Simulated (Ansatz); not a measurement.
# N on W(100): change of the work function, part 3 of 3

Wanted: Δφ(θ) for N/W(100), starting from the hollow site.

Ansatz 0.2.0; plane-wave DFT, PBE, Ansatz PAW.

So far, work function, upper face (eV): step 2 (the clean slab) 4.14; step 3 (21 atoms, coverage 0.25 ML, cell 2x2) 4.05.

**4. Adsorbate added, k-mesh 12×12×1, coverage 1 ML**

System of this step: W5N (N/W(100)). The cell holds 6 atoms: 5 W and 1 N. Its edges and angles: a = 3.160 Å, b = 3.160 Å, c = 25.110 Å, α = 90.0°, β = 90.0°, γ = 90.0°. Vacuum lies along c.

Another coverage, to see how the dipoles act on each other as their distance changes.

File input.yaml:

```yaml
crystal:
  lattice:
    - [3.16, 0.0, 0.0]
    - [0.0, 3.16, 0.0]
    - [0.0, 0.0, 25.1098318303]
  atoms:
    - { symbol: W, position: [0.0, 0.0, 0.3584253396] }
    - { symbol: W, position: [0.5, 0.5, 0.4213488991] }
    - { symbol: W, position: [0.0, 0.0, 0.4842393473] }
    - { symbol: W, position: [0.5, 0.5, 0.5497362958] }
    - { symbol: W, position: [0.0, 0.0, 0.606702842] }
    - { symbol: "N", position: [0.5, 0.5, 0.6415746604] }
kpoints:
  mp_grid: { grid: [12, 12, 1] }
hamiltonian:
  xc: pbe
scf:
  occupations: { method: fermi_dirac, width: 0.1 }
  convergence: { dr2_threshold: 1.0e-08 }
efield:
  axis: 3
  dipole_correction: true
  ramp_position: 0.97
  ramp_width: 0.06
relax:
  f_tol: 0.02
  max_steps: 60
  constraints: [{ sites: [0, 1] }]
output:
  write_potential: true
  write_density: true
  volumetric_format: npy
```

Command:

```
$ ansatz run input.yaml --threads 4 --pin off --max-ram 6144MiB --backend cpu --events-out ev --progress --plain --runs-dir out
```

Numbers of over 12 decimals in the logs are rounded to 6 here.

Output:

```text
[...]
Crystal: 6 atoms, lattice volume = 250.737 Å³
Basis set: ecut = 420 eV, 4939 PW (Γ), exchange–correlation on 48×48×360 points (8 copies of the dense FFT grid, shifted against one another)
Bands: 45, of which v1, the nominal top of the filled ones, is band 38 counted from 1 (37 counted from 0)
Symmetry: 8 space group operations
[...]
k-points: 28 of 144
[...]
SCF iter   1: F=—  HF=-52303.751251 eV  |F-HF|=—  |Δ(HF+E_count)|=         —  Δρ=5.95e-3  dr2=6.93e-1  ethr=1.77e-3  p=-0.046 e·Å  D=-3.29e-2 V/Å  ΔV_dip=0.83 eV  dr2_dipole=2.92e-1  V_vac-E_F(+/−)=5.08/4.26 eV  ⟨swp⟩=8.9  Hψ=6266  notcnv=0
[...]
SCF iter  10: F=-52303.728841 eV  HF=-52303.728841 eV  |F-HF|=2.76e-9  |Δ(HF+E_count)|=   1.36e-8  Δρ=5.65e-7  dr2=2.24e-9  ethr=1.33e-11  p=-0.057 e·Å  D=-4.11e-2 V/Å  ΔV_dip=1.03 eV  dr2_dipole=1.42e-10  V_vac-E_F(+/−)=5.24/4.21 eV  ⟨swp⟩=11.2  Hψ=9306  notcnv=0
SCF 1 converged in 10 iterations: F = -52303.728841 eV  dr2 = 2.24e-9
[...]
relax step   1: F+E_penalty+E_count = -52303.72884072 eV  Δ(F+E_penalty+E_count) = +0.000e0 eV  max|allowed force component| = 4.659e0 eV/Å  Δτ_max = 0.0000 Å  (10 SCF iters, accepted)
[...]
SCF iter   1: F=—  HF=-52304.654648 eV  |F-HF|=—  |Δ(HF+E_count)|=         —  Δρ=1.45e-2  dr2=5.35e0  ethr=3.10e-3  p=-0.057 e·Å  D=-4.11e-2 V/Å  ΔV_dip=1.03 eV  dr2_dipole=2.18e0  V_vac-E_F(+/−)=5.15/4.12 eV  ⟨swp⟩=6.2  Hψ=3755  notcnv=0
[...]
SCF iter  10: F=-52304.485776 eV  HF=-52304.485776 eV  |F-HF|=8.83e-9  |Δ(HF+E_count)|=   2.24e-8  Δρ=5.89e-7  dr2=2.49e-9  ethr=1.33e-11  p=0.008 e·Å  D=5.98e-3 V/Å  ΔV_dip=-0.15 eV  dr2_dipole=2.11e-10  V_vac-E_F(+/−)=4.03/4.18 eV  ⟨swp⟩=11.7  Hψ=10107  notcnv=0
SCF 2 converged in 10 iterations: F = -52304.485776 eV  dr2 = 2.49e-9
relax step   2: F+E_penalty+E_count = -52304.48577561 eV  Δ(F+E_penalty+E_count) = -7.569e-1 eV  max|allowed force component| = 1.433e0 eV/Å  Δτ_max = 0.1950 Å  (10 SCF iters, accepted)
[...]
SCF iter  10: F=-52304.616549 eV  HF=-52304.616549 eV  |F-HF|=1.08e-9  |Δ(HF+E_count)|=   1.21e-8  Δρ=5.65e-7  dr2=1.58e-9  ethr=1.33e-11  p=0.032 e·Å  D=2.29e-2 V/Å  ΔV_dip=-0.57 eV  dr2_dipole=1.49e-11  V_vac-E_F(+/−)=3.60/4.18 eV  ⟨swp⟩=11.2  Hψ=9750  notcnv=0
SCF 3 converged in 10 iterations: F = -52304.616549 eV  dr2 = 1.58e-9
relax step   3: F+E_penalty+E_count = -52304.61654892 eV  Δ(F+E_penalty+E_count) = -1.308e-1 eV  max|allowed force component| = 5.184e-1 eV/Å  Δτ_max = 0.0750 Å  (10 SCF iters, accepted)
[...]
relax step   4: F+E_penalty+E_count = -52304.63598329 eV  Δ(F+E_penalty+E_count) = -1.943e-2 eV  max|allowed force component| = 1.918e-1 eV/Å  Δτ_max = 0.0464 Å  (9 SCF iters, accepted)
[...]
relax step   5: F+E_penalty+E_count = -52304.63909624 eV  Δ(F+E_penalty+E_count) = -3.113e-3 eV  max|allowed force component| = 2.932e-2 eV/Å  Δτ_max = 0.0211 Å  (8 SCF iters, accepted)
[...]
relax step   6: F+E_penalty+E_count = -52304.63908885 eV  Δ(F+E_penalty+E_count) = +7.391e-6 eV  max|allowed force component| = 2.296e-2 eV/Å  Δτ_max = 0.0080 Å  (8 SCF iters, rejected (line search))
SCF iter   1: F=—  HF=-52304.639136 eV  |F-HF|=—  |Δ(HF+E_count)|=         —  Δρ=3.56e-4  dr2=2.11e-3  ethr=1.70e-5  p=0.035 e·Å  D=2.49e-2 V/Å  ΔV_dip=-0.63 eV  dr2_dipole=6.47e-4  V_vac-E_F(+/−)=3.55/4.18 eV  ⟨swp⟩=2.0  Hψ=2090  notcnv=0
[...]
SCF iter   7: F=-52304.639150 eV  HF=-52304.639150 eV  |F-HF|=1.09e-10  |Δ(HF+E_count)|=   4.43e-9  Δρ=6.48e-7  dr2=2.08e-9  ethr=1.33e-11  p=0.035 e·Å  D=2.50e-2 V/Å  ΔV_dip=-0.63 eV  dr2_dipole=4.94e-11  V_vac-E_F(+/−)=3.55/4.18 eV  ⟨swp⟩=11.5  Hψ=9686  notcnv=0
SCF 7 converged in 7 iterations: F = -52304.639150 eV  dr2 = 2.08e-9
relax step   7: F+E_penalty+E_count = -52304.63914973 eV  Δ(F+E_penalty+E_count) = -5.349e-5 eV  max|allowed force component| = 2.606e-3 eV/Å  Δτ_max = 0.0038 Å  (7 SCF iters, accepted)
[...]
SCF converged after 7 iterations
Free energy (F): -52304.639150 eV
[...]
Internal energy: -52304.463390 eV  (E = F + TS)
E sigma→0 (E₀):  -52304.551270 eV
Entropy (-TS):   -0.175760 eV (-29.293 meV/atom)
Fermi energy:    5.029781 eV
Dipole field:    D = 0.025004 V/Å  (p = 0.034648 e·Å, saw-weighted, corrected)
Work function:   Φ+ = 3.5474 eV   Φ− = 4.1752 eV
[...]
--- Forces (eV/Å), atoms counted from 1 ---
  atom   1  W      0.00000000    -0.00000000     1.46945795
  atom   2  W     -0.00000000     0.00000000    -1.46923921
  atom   3  W      0.00000000    -0.00000000     0.00019756
  atom   4  W     -0.00000000     0.00000000    -0.00260600
  atom   5  W      0.00000000     0.00000000     0.00091630
  atom   6  N      0.00000000    -0.00000000     0.00130295
  max |Σ_I F_I| component: 2.96e-5 eV/Å
--- Band table (eV; the first three rows and the last of 28) ---
  k-point 0: bands = [... 34 lower, 4.0885, 4.1218, 4.1817, 4.7216, 4.9359, 5.0261, 5.0261, 5.1308, ... 3 higher]
  k-point 1: bands = [... 34 lower, 3.8482, 4.3581, 4.4611, 4.6989, 4.7403, 5.0865, 5.3037, 5.3998, ... 3 higher]
  k-point 2: bands = [... 34 lower, 3.6267, 4.1607, 4.3098, 4.9153, 5.0161, 5.2322, 5.5344, 5.7568, ... 3 higher]
  k-point 27: bands = [... 34 lower, 4.1704, 4.1704, 5.8976, 6.8775, 6.9742, 7.1377, 7.1377, 7.1440, ... 3 higher]
--- Relaxed structure (7 steps of the walk, 6 accepted, 0 SCFs on fresh bases) ---
  F+E_penalty+E_count = -52304.63914973 eV   max|allowed force component| = 2.606e-3 eV/Å
  atoms:
    - { symbol: W, position: [0.0, 0.0, 0.3584253396] }
    - { symbol: W, position: [0.500000, 0.500000, 0.4213488991] }
    - { symbol: W, position: [1.7499483920202355e-18, 0, 0.485373] }
    - { symbol: W, position: [0.500000, 0.500000, 0.548039] }
    - { symbol: W, position: [1.8027363092377e-17, 0, 0.618380] }
    - { symbol: N, position: [0.500000, 0.500000, 0.631763] }
```

It took 44 s on 4 threads of Intel Xeon Platinum 8259CL at 2.50GHz (Skylake/Cascade Lake), shared host; peak memory 0.75 GiB; 2.8 min of CPU time.

The steps of the relaxation:

```tsv
step	energy less that of the first step (eV)	largest force component (eV/Å)
1	0.0000	4.6593
2	-0.7569	1.4333
3	-0.8877	0.5184
4	-0.9071	0.1918
5	-0.9103	0.0293
6	-0.9102	0.0230
7	-0.9103	0.0026
```

Relaxation step 6 was tried and not accepted.

The run keeps the 8 symmetry operations that it works with, so distortions that break them were not tested.

The atoms that moved most (Å):

```tsv
atom	dx	dy	dz	length
W5	0.000	0.000	0.293	0.293
N6	0.000	0.000	-0.246	0.246
W4	0.000	0.000	-0.043	0.043
W3	0.000	0.000	0.028	0.028
```

The relaxed structure:

```xyz
6
Lattice="3.1600 0.0000 0.0000 0.0000 3.1600 0.0000 0.0000 0.0000 25.1098" Properties=species:S:1:pos:R:3
W     0.0000    0.0000    9.0000
W     1.5800    1.5800   10.5800
W     0.0000    0.0000   12.1876
W     1.5800    1.5800   13.7612
W     0.0000    0.0000   15.5274
N     1.5800    1.5800   15.8635
```

This step gave:

- energy at zero smearing: -52304.5513 eV
- work function, upper face: 3.547 eV
- work function, lower face: 4.175 eV
- dipole along the normal: 0.03465 e·Å
- step between the vacuum levels: -0.6279 eV

Running mean over 1.58 Å of the planar mean; the ramp of the sawtooth is left out. The electron's electrostatic potential energy less the Fermi level by z:

```tsv
z (Å)	electron's electrostatic potential energy less the Fermi level (eV)
4	4.17
5	4.17
6	4.08
7	3.34
8	-2.58
9	-11.2
10	-12.3
11	-12.4
12	-12.5
13	-12.8
14	-11.9
15	-13.6
16	-13.5
17	0.292
18	3.34
19	3.53
20	3.54
21	3.55
22	3.55
```

The relaxation took 7 steps and lowered the energy by 0.91 eV; the largest force on the free atoms ends at 0.0026 eV/Å.

The covered face has 3.55 eV, -0.59 eV against the clean one; the bare back face has moved by -0.08 eV, a measure of how thin the slab is.

**5. Work function against coverage**

This step: plane-wave DFT, PBE, Ansatz PAW; work function against coverage (Ansatz 0.2.0).

The runs are now put side by side.

This step gave:

| Item | Value |
| --- | --- |
| work function of the clean face | 4.140 eV |
| largest change of the work function | -0.5928 eV |

Table of work function of the covered face by coverage:

```tsv
coverage (adsorbates/nm²)	work function of the covered face (eV)
0.00	4.14
2.50	4.05
10.01	3.55
```

The dipole per adsorbate comes from the change of the cell's dipole. Coverage, by row:

```tsv
coverage (1/nm²)	coverage (ML)	work function (eV)	change (eV)	dipole per adsorbate, positive end outwards (debye)	mean height of the added atoms over the highest substrate atom (Å)
2.504	0.25	4.05	-0.0905	0.094	0.5487
10.01	1	3.547	-0.5928	0.137	0.3361
```

**6. Outcome**

* work function of the clean face: 4.14 eV
* work function at 0.25 ML: 4.05 eV
* work function at 1 ML: 3.55 eV
* dipole per adsorbate at 0.25 ML, positive end outwards: 0.09 D

What this shows: At the lowest coverage N changes the work function of W(100) by under 0.15 eV, within the error of so thin a slab; the largest change, -0.59 eV, comes at higher coverage. The slab has 5 layers, at the tabulated experimental lattice constant, one starting site was run, and quantum-size effects of a slab this thin can reach one or two tenths of an eV.

[Logs are printed without paths, hosts, clocks, repeated set-up lines and the standing remarks that a program may print on its own settings, such as how far it seeks lower states.]

[Hosts, paths, dates, database ids (printed as entryN), source tags and the programs' standing remarks are cut or masked in the printed files.]

[Maps of the electrostatic potential energy from Ansatz leave out the sawtooth potential of an applied field or a dipole correction, so their vacuum need not be flat; planar profiles and work functions include it.]
